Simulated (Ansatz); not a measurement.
Space group I4/mmm (No. 139). a = 3.214 Å, b = 3.214 Å, c = 7.830 Å, α = 90.00°, β = 90.00°, γ = 90.00°
| atom | site | symmetry | x | y | z |
| --- | --- | --- | --- | --- | --- |
| W | 2a | 4/mmm | 0.0000 | 0.0000 | 0.0000 |
| Si | 4e | 4mm | 0.5000 | 0.5000 | 0.1653 |

**Question.** What reflectivity and colour does Ansatz, r2SCAN, independent particles, without spin-orbit coupling, line width 0.1 eV (Gaussian), carrier damping 0.1 eV give for this metal?

**Answer.** Reflectivity along the first axis:

```json
{"E (eV)": "1.00", "R (%)": "35.1"}
{"E (eV)": "1.25", "R (%)": "38.4"}
{"E (eV)": "1.50", "R (%)": "40.9"}
{"E (eV)": "1.75", "R (%)": "39.9"}
{"E (eV)": "2.00", "R (%)": "41.3"}
{"E (eV)": "2.25", "R (%)": "43.3"}
{"E (eV)": "2.50", "R (%)": "48.0"}
{"E (eV)": "2.75", "R (%)": "48.9"}
{"E (eV)": "3.00", "R (%)": "48.4"}
{"E (eV)": "3.25", "R (%)": "46.9"}
{"E (eV)": "3.50", "R (%)": "45.9"}
{"E (eV)": "3.75", "R (%)": "45.9"}
{"E (eV)": "4.00", "R (%)": "49.1"}
{"E (eV)": "4.25", "R (%)": "53.2"}
{"E (eV)": "4.50", "R (%)": "53.6"}
{"E (eV)": "4.75", "R (%)": "53.4"}
{"E (eV)": "5.00", "R (%)": "53.7"}
```

The colour is faintly blue: CIE x = 0.299, y = 0.315, luminous reflectivity 46 % under D65, from the mean over the axes. The mesh is 16×16×16, and the carriers' damping is typed.

[Logs are printed without paths, hosts, clocks, repeated set-up lines and the standing remarks that a program may print on its own settings, such as how far it seeks lower states.]
